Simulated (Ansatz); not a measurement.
# Stretching the linear Pr chain, moments started antiparallel

Does stretching change the magnetism or the channel count of the linear Pr chain, moments started antiparallel?

Calculated with Ansatz 0.2.0; DFT PBE, plane waves, PAW; relaxation of a chain's period, in the first sound run; inputs show where later runs differ.

This is a report of a sequence of runs, with most program output left out.

In doubt: warnings of the run leave room for a lower electronic state, so energies may not be the lowest and differences between runs may mislead; a part-filled 4f shell, where there is one, can sit in one of many states, so energies may not be the lowest and differences between runs may mislead; derivatives with an open 4f shell can jump between states (step 2), which bears on forces and vibrations.

### Step 1. Starting point

The cell holds 2 atoms: 2 Pr. Cell: a = 7.500 Å, b = 7.500 Å, c = 7.714 Å, α = 90.0°, β = 90.0°, γ = 90.0°. Vacuum lies along a and b. The structure's axis is c.

### Step 2. Relaxing the period

Band widths follow the bond lengths, so the chain is relaxed first. The atoms and the third cell vector are free; the box across stays fixed as vacuum. Moments are seeded so that a magnetic state can form if it lies lower. A Fermi-Dirac smearing is set since the result may be a metal. The pressure printed is a third of the stress's trace over the whole box, vacuum included; only the stress along the axis is relaxed.

The input, input.yaml:

```yaml
crystal:
  lattice:
    - [7.5, 0.0, 0.0]
    - [0.0, 7.5, 0.0]
    - [0.0, 0.0, 7.714]
  atoms:
    - { symbol: Pr, position: [0.5, 0.5, 0.0], spin: 3.0 }
    - { symbol: Pr, position: [0.5, 0.5, 0.5], spin: -3.0 }
magnetization:
  spin_polarized: true
kpoints:
  mp_grid: { grid: [1, 1, 11] }
scf:
  occupations: { method: fermi_dirac, width: 0.05 }
hamiltonian:
  xc: pbe
relax:
  cell: { fix: [a, b, alpha, beta, gamma] }
  max_steps: 60
```

On the command line:

```
> ansatz run input.yaml --threads 4 --pin off --max-ram 8192MiB --backend cpu --events-out ev --progress --plain --runs-dir out
```

Elapsed: 21 s, on 4 threads of Arm Neoverse V2, shared host; peak memory 0.78 GiB.

Step by step:

```csv
step,energy less that of the first step (eV),largest force component (eV/Å),pressure (GPa),volume (Å³)
1,0.0000,0.0000,-0.63,433.91
2,-0.0098,0.0000,-0.64,430.67
3,-0.1023,0.0000,-0.66,409.51
4,-0.2160,0.0000,-0.73,388.83
5,-0.3449,0.0000,-0.74,367.67
6,-0.4796,0.0000,-0.71,346.52
7,-0.5690,0.0000,-0.58,324.82
8,-0.5843,0.0000,-0.47,314.11
9*,-0.5821,0.0000,-0.48,314.11
```

Relaxation steps marked * repeat the geometry before them on a plane-wave basis chosen anew for their cell, so energy and pressure can jump there.

The run keeps the 16 symmetry operations that it works with, so distortions that break them were not tested.

```csv
cell as run,before,after,change
c (Å),7.714,5.584,-27.6 %
```

Final coordinates:

```
Pr
1.0
     7.50000    0.00000    0.00000
     0.00000    7.50000    0.00000
     0.00000    0.00000    5.58424
Pr
2
Direct
  0.50000 0.50000 0.00000
  0.50000 0.50000 0.50000
```

This step gave:

| Property | Result |
| --- | --- |
| energy at zero smearing | -13864.5432 eV |
| absolute moment | 4.499 μB |
| cell length along the wire | 5.584 Å |

Site moment by atom:

```csv
atom,site moment (μB)
Pr1,2.17
Pr2,-2.17
```

The cell's length comes to 5.584 Å with an absolute moment of 4.50 μB a cell. That is -28 % against the start, more than a small adjustment.

The cell shrank by 27.6 % in its periodic edges.

### Step 3. The chain at a fixed length, period over the relaxed period 0.88, k-mesh 1×1×17

This step: DFT PBE, plane waves, PAW; channels and complex bands of a perfect chain (Ansatz 0.2.0).

The period is set to 0.88 times the relaxed one: shorter bonds widen the bands.

The cell differs from the one that the last finished run ended in (c 5.584 → 4.914 Å).

input.yaml, the sections that differ from step 2:

```yaml
crystal:
  lattice:
    - [7.5, 0.0, 0.0]
    - [0.0, 7.5, 0.0]
    - [0.0, 0.0, 4.914129293]
  atoms:
    - { symbol: Pr, position: [0.5, 0.5, 0.0], spin: 2.17 }
    - { symbol: Pr, position: [0.5, 0.5, 0.5], spin: -2.17 }
kpoints:
  mp_grid: { grid: [1, 1, 17] }
output:
  transmission:
    e_range: [-2, 2]
    de: 0.035
    kmesh: [1, 1]
    reduced_basis: true
    leads: [[0, 0]]
  stress: true
# magnetization, scf, hamiltonian: as in step 2
# relax: removed
```

Run time: 8 min. Hardware: 4 threads; peak memory 0.85 GiB.

This step gave:

```yaml
energy_at_zero_smearing: -13864.4152 eV
total_moment: 0.3086 μB
absolute_moment: 3.573 μB
channels_at_the_energy_nearest_the_fermi_level_spin_up: 1
channels_at_the_energy_nearest_the_fermi_level_spin_down: 0
conductance_of_the_lead_as_this_run_defines_it: 0.5153 G₀
slowest_decay_in_the_lead_at_the_energy_nearest_the_fermi_level: 0.1622 Å⁻¹
band_gap: 0 eV
```

Open channels of the lead against energy, zero at the Fermi level:

```csv
energy (eV),spin up,spin down
-2.00,0,0
-1.90,0,0
-1.79,0,0
-1.69,1,0
-1.58,2,2
-1.48,2,2
-1.37,2,2
-1.23,3,3
-1.12,3,3
-1.02,3,3
-0.92,3,3
-0.81,3,3
-0.70,3,3
-0.60,3,3
-0.49,1,2
-0.39,1,2
-0.28,1,2
-0.18,1,1
-0.07,2,0
-0.01,1,0
0.07,1,0
0.17,1,0
0.28,2,3
0.38,2,1
0.48,2,1
0.59,2,2
0.69,2,3
0.80,1,2
0.91,1,1
1.01,1,1
1.11,1,1
1.22,1,1
1.36,1,0
1.47,1,0
1.57,2,0
1.68,2,2
1.78,2,2
1.89,2,2
1.99,4,3
```

Site moment by atom:

```csv
atom,site moment (μB)
Pr1,1.72
Pr2,-1.40
```

At the computed energy nearest the Fermi level there are 1 spin-up and 0 spin-down channels, and the thermal average gives 0.515 G₀.

### Step 4. At a set period, period over the relaxed period 0.92, k-mesh 1×1×16

The period is set to 0.92 times the relaxed one: shorter bonds widen the bands.

The cell differs from the one that the last finished run ended in (c 4.914 → 5.137 Å).

input.yaml: that of step 3 with these lines changed.

```diff
@@ -4,3 +4,3 @@
     - [0.0, 7.5, 0.0]
-    - [0.0, 0.0, 4.914129293]
+    - [0.0, 0.0, 5.1374988063]
   atoms:
@@ -11,3 +11,3 @@
 kpoints:
-  mp_grid: { grid: [1, 1, 17] }
+  mp_grid: { grid: [1, 1, 16] }
 scf:
```

Wall time 3.7 min (4 threads); peak memory 0.84 GiB.

At the computed energy nearest the Fermi level there are 3 spin-up and 1 spin-down channels, and the thermal average gives 1.77 G₀.

Between step 3 and this run (period over the relaxed period 0.92 and k-mesh 1×1×16) the value for the conductance of the lead as this run defines it moves from 0.515 G₀ to 1.77 G₀ (+243 %).

### Step 5. At a set period, period over the relaxed period 0.96, k-mesh 1×1×15

The period is set to 0.96 times the relaxed one: shorter bonds widen the bands.

The cell differs from the one that the last finished run ended in (c 5.137 → 5.361 Å).

input.yaml: that of step 4 with these lines changed.

```diff
@@ -4,3 +4,3 @@
     - [0.0, 7.5, 0.0]
-    - [0.0, 0.0, 5.1374988063]
+    - [0.0, 0.0, 5.3608683196]
   atoms:
@@ -11,3 +11,3 @@
 kpoints:
-  mp_grid: { grid: [1, 1, 16] }
+  mp_grid: { grid: [1, 1, 15] }
 scf:
```

It took 3.1 min on 4 threads; peak memory 0.84 GiB; 11 min of CPU time.

At the computed energy nearest the Fermi level there are 1 spin-up and 4 spin-down channels, and the thermal average gives 2.41 G₀.

Between step 3 and this run (period over the relaxed period 0.96 and k-mesh 1×1×15) the value for the conductance of the lead as this run defines it moves from 0.515 G₀ to 2.41 G₀ (+367 %).

### Step 6. The chain at a fixed length, period over the relaxed period 1, k-mesh 1×1×15

The period is set to 1.0 times the relaxed one, as the point of reference.

input.yaml: that of step 5 with these lines changed.

```diff
@@ -4,3 +4,3 @@
     - [0.0, 7.5, 0.0]
-    - [0.0, 0.0, 5.3608683196]
+    - [0.0, 0.0, 5.584237833]
   atoms:
```

Elapsed: 3.3 min, on 4 threads; peak memory 0.82 GiB; 12 min of CPU time.

The open channels of the lead by energy, zero at the Fermi level:

```csv
energy (eV),spin up,spin down
-2.00,0,0
-1.90,0,0
-1.79,0,0
-1.69,0,0
-1.58,0,0
-1.48,0,0
-1.37,0,0
-1.23,0,0
-1.12,0,0
-1.02,0,0
-0.92,1,1
-0.81,3,3
-0.70,3,3
-0.60,3,3
-0.49,3,3
-0.39,1,1
-0.28,2,2
-0.18,1,1
-0.07,4,4
-0.01,4,4
0.07,4,4
0.17,4,4
0.28,4,4
0.38,2,2
0.48,1,1
0.59,2,2
0.69,2,2
0.80,3,3
0.91,2,2
1.01,1,1
1.11,0,0
1.22,0,0
1.36,0,0
1.47,1,1
1.57,3,3
1.68,5,5
1.78,1,1
1.89,4,4
1.99,6,6
```

At the computed energy nearest the Fermi level there are 4 spin-up and 4 spin-down channels, and the thermal average gives 3.84 G₀.

Between step 5 and this run (period over the relaxed period 1) the value for the conductance of the lead as this run defines it moves from 2.41 G₀ to 3.84 G₀ (+60 %).

### Step 7. At a set period, period over the relaxed period 1.04, k-mesh 1×1×14

The period is set to 1.04 times the relaxed one: longer bonds narrow the bands.

The cell differs from the one that the last finished run ended in (c 5.584 → 5.808 Å).

input.yaml: that of step 6 with these lines changed.

```diff
@@ -4,3 +4,3 @@
     - [0.0, 7.5, 0.0]
-    - [0.0, 0.0, 5.584237833]
+    - [0.0, 0.0, 5.8076073463]
   atoms:
@@ -11,3 +11,3 @@
 kpoints:
-  mp_grid: { grid: [1, 1, 15] }
+  mp_grid: { grid: [1, 1, 14] }
 scf:
```

The job ended after 3.5 min (4 threads; peak memory 0.83 GiB; 13 min of CPU time).

At the computed energy nearest the Fermi level there are 4 spin-up and 4 spin-down channels, and the thermal average gives 3.70 G₀. The change of length costs 0.012 eV a cell and leaves an absolute moment of 4.69 μB a cell.

Between step 3 and this run (period over the relaxed period 1.04 and k-mesh 1×1×14) the value for the conductance of the lead as this run defines it moves from 0.515 G₀ to 3.70 G₀ (+618 %).

### Step 8. The chain at a fixed length, period over the relaxed period 1.08, k-mesh 1×1×14

The period is set to 1.08 times the relaxed one: longer bonds narrow the bands.

The cell differs from the one that the last finished run ended in (c 5.808 → 6.031 Å).

input.yaml: that of step 7 with these lines changed.

```diff
@@ -4,3 +4,3 @@
     - [0.0, 7.5, 0.0]
-    - [0.0, 0.0, 5.8076073463]
+    - [0.0, 0.0, 6.0309768596]
   atoms:
```

Run time: 3.9 min. Hardware: 4 threads; peak memory 0.87 GiB; 15 min of CPU time.

At the computed energy nearest the Fermi level there are 3 spin-up and 3 spin-down channels, and the thermal average gives 3.14 G₀. The change of length costs 0.067 eV a cell and leaves an absolute moment of 4.88 μB a cell.

Between step 7 and this run (period over the relaxed period 1.08) the value for the conductance of the lead as this run defines it moves from 3.70 G₀ to 3.14 G₀ (-15 %).

### Step 9. The chain at a fixed length, period over the relaxed period 1.13, k-mesh 1×1×13

The period is set to 1.13 times the relaxed one: longer bonds narrow the bands.

The cell differs from the one that the last finished run ended in (c 6.031 → 6.310 Å).

input.yaml: that of step 8 with these lines changed.

```diff
@@ -4,3 +4,3 @@
     - [0.0, 7.5, 0.0]
-    - [0.0, 0.0, 6.0309768596]
+    - [0.0, 0.0, 6.3101887513]
   atoms:
@@ -11,3 +11,3 @@
 kpoints:
-  mp_grid: { grid: [1, 1, 14] }
+  mp_grid: { grid: [1, 1, 13] }
 scf:
```

Elapsed: 2.2 min, on 4 threads; peak memory 0.84 GiB.

Table of open channels of the lead by energy, zero at the Fermi level:

```csv
energy (eV),spin up,spin down
-2.00,0,0
-1.90,0,0
-1.79,0,0
-1.69,0,0
-1.58,0,0
-1.48,1,1
-1.37,1,1
-1.23,1,1
-1.12,1,1
-1.02,1,1
-0.92,1,1
-0.81,1,1
-0.70,1,1
-0.60,1,1
-0.49,1,1
-0.39,3,3
-0.28,3,3
-0.18,1,1
-0.07,3,3
-0.01,4,4
0.07,4,4
0.17,4,4
0.28,4,4
0.38,4,4
0.48,2,2
0.59,5,5
0.69,2,2
0.80,1,1
0.91,1,1
1.01,1,1
1.11,3,3
1.22,1,1
1.36,3,3
1.47,3,3
1.57,4,4
1.68,2,2
1.78,4,4
1.89,6,6
1.99,4,4
```

At the computed energy nearest the Fermi level there are 4 spin-up and 4 spin-down channels, and the thermal average gives 3.62 G₀. The change of length costs 0.172 eV a cell and leaves an absolute moment of 5.01 μB a cell.

Between step 3 and this run (period over the relaxed period 1.13 and k-mesh 1×1×13) the value for the conductance of the lead as this run defines it moves from 0.515 G₀ to 3.62 G₀ (+602 %).

### Step 10. The chain at a fixed length, period over the relaxed period 1.2, k-mesh 1×1×12

The period is set to 1.2 times the relaxed one: longer bonds narrow the bands.

The cell differs from the one that the last finished run ended in (c 6.310 → 6.701 Å).

input.yaml: that of step 9 with these lines changed.

```diff
@@ -4,3 +4,3 @@
     - [0.0, 7.5, 0.0]
-    - [0.0, 0.0, 6.3101887513]
+    - [0.0, 0.0, 6.7010853996]
   atoms:
@@ -11,3 +11,3 @@
 kpoints:
-  mp_grid: { grid: [1, 1, 13] }
+  mp_grid: { grid: [1, 1, 12] }
 scf:
```

The job ended after 4.9 min (4 threads; peak memory 0.88 GiB; 18 min of CPU time).

At the computed energy nearest the Fermi level there are 1 spin-up and 4 spin-down channels, and the thermal average gives 2.51 G₀. The change of length costs 0.339 eV a cell and leaves an absolute moment of 6.65 μB a cell.

Between step 3 and this run (period over the relaxed period 1.2 and k-mesh 1×1×12) the value for the conductance of the lead as this run defines it moves from 0.515 G₀ to 2.51 G₀ (+388 %).

### Step 11. At a set period, period over the relaxed period 1.3, k-mesh 1×1×12

The period is set to 1.3 times the relaxed one: longer bonds narrow the bands.

The cell differs from the one that the last finished run ended in (c 6.701 → 7.260 Å).

input.yaml: that of step 10 with these lines changed.

```diff
@@ -4,3 +4,3 @@
     - [0.0, 7.5, 0.0]
-    - [0.0, 0.0, 6.7010853996]
+    - [0.0, 0.0, 7.2595091829]
   atoms:
```

Wall time 3.8 min (4 threads); peak memory 0.9 GiB.

At the computed energy nearest the Fermi level there are 2 spin-up and 1 spin-down channels, and the thermal average gives 2.02 G₀. The change of length costs 0.463 eV a cell and leaves an absolute moment of 6.80 μB a cell.

For the conductance of the lead as this run defines it, step 10 gave 2.51 G₀; this run, with period over the relaxed period 1.3, gives 2.02 G₀ (-20 %).

### Step 12. Side by side

Times are for 4 threads of Arm Neoverse V2, shared host. The runs compared:

```csv
no.,period over the relaxed period,conductance of the lead as this run defines it (G₀),absolute moment (μB),energy at zero smearing less the lowest (eV),time,memory (GiB)
1,0.88,0.5153,3.573,0.3193,8 min,0.85
2,0.92,1.766,4.102,0.1016,3.7 min,0.84
3,0.96,2.408,4.428,0.02391,3.1 min,0.84
4,1,3.843,4.485,0,3.3 min,0.82
5,1.04,3.700,4.689,0.01156,3.5 min,0.83
6,1.08,3.144,4.883,0.06661,3.9 min,0.87
7,1.13,3.619,5.011,0.1721,2.2 min,0.84
8,1.2,2.515,6.650,0.3392,4.9 min,0.88
9,1.3,2.024,6.796,0.4634,3.8 min,0.9
```

### Step 13. A varied input

This step: DFT PBE, plane waves, PAW; channels and complex bands of a perfect chain; changed: output.transmission.e_range = [-80, 80], output.transmission.de = 5, scf.max_iter = 80 (Ansatz 0.2.0).

The input of the run at the relaxed period is made doubtful on purpose.

input.yaml: that of step 11 with these lines changed.

```diff
@@ -4,3 +4,3 @@
     - [0.0, 7.5, 0.0]
-    - [0.0, 0.0, 7.2595091829]
+    - [0.0, 0.0, 5.584237833]
   atoms:
@@ -11,5 +11,6 @@
 kpoints:
-  mp_grid: { grid: [1, 1, 12] }
+  mp_grid: { grid: [1, 1, 15] }
 scf:
   occupations: { method: fermi_dirac, width: 0.05 }
+  max_iter: 80
 hamiltonian:
@@ -18,4 +19,4 @@
   transmission:
-    e_range: [-2, 2]
-    de: 0.035
+    e_range: [-80, 80]
+    de: 5
     kmesh: [1, 1]
```

It took 0.04 s on 4 threads; peak memory 0.07 GiB.

The program refused the input before any cycle.

The program's message: “Error: inconsistent input (output.transmission.e_range, basis.ecutwfc): energies over 52 eV from the Fermi level are not served at this cutoff: ask for nearer ones, or raise it”

The change that led to it: output.transmission.e_range = [-80, 80] and output.transmission.de = 5.

### Step 14. Summary of results

- relaxed cell length: 5.584 Å
- conductance at period × 0.88: 0.515 G₀
- conductance at period × 1.0: 3.84 G₀
- conductance at period × 1.13: 3.62 G₀
- conductance at period × 1.3: 2.02 G₀
- absolute moment at period × 0.88: 3.57 μB
- absolute moment at period × 1.0: 4.48 μB
- absolute moment at period × 1.3: 6.80 μB

In words: The moment is 3.57 μB at the shortest period and 6.80 μB at the longest; it jumps by 1.64 μB between two neighbouring lengths, a change of magnetic state rather than a smooth growth. The conductance goes from 0.515 G₀ at the shortest period to 2.02 G₀ at the longest, while the magnetic state changes too. At the relaxed period it is a straight line with bonds of 2.79 Å, as the straight start enforces by symmetry. Transport is coherent and elastic here: the atoms are frozen, so scattering by vibrations plays no part. Spin-orbit coupling is left out, which matters for the bands of heavy atoms. The open f shell is treated without a Hubbard term, so its bands lie too near the Fermi level. No search over magnetic orders was made; another may lie lower. One term of the program's error estimate for a conductance, of a junction or of the perfect wire, reaches 14 % in this session. The program warns that another magnetic order came up in at least one run, so relaxation and transmission may not share one magnetic state, and it may not be the lowest. Conductances of a perfect chain off the multiples of half a G0 come from band edges within the thermal window; the square box also splits pairs of bands that an isolated chain keeps degenerate, which moves such edges.

[Logs are printed without paths, hosts, clocks, repeated set-up lines and the standing remarks that a program may print on its own settings, such as how far it seeks lower states.]

[Hosts, paths, dates, database ids (printed as entryN), source tags and the programs' standing remarks are cut or masked in the printed files.]
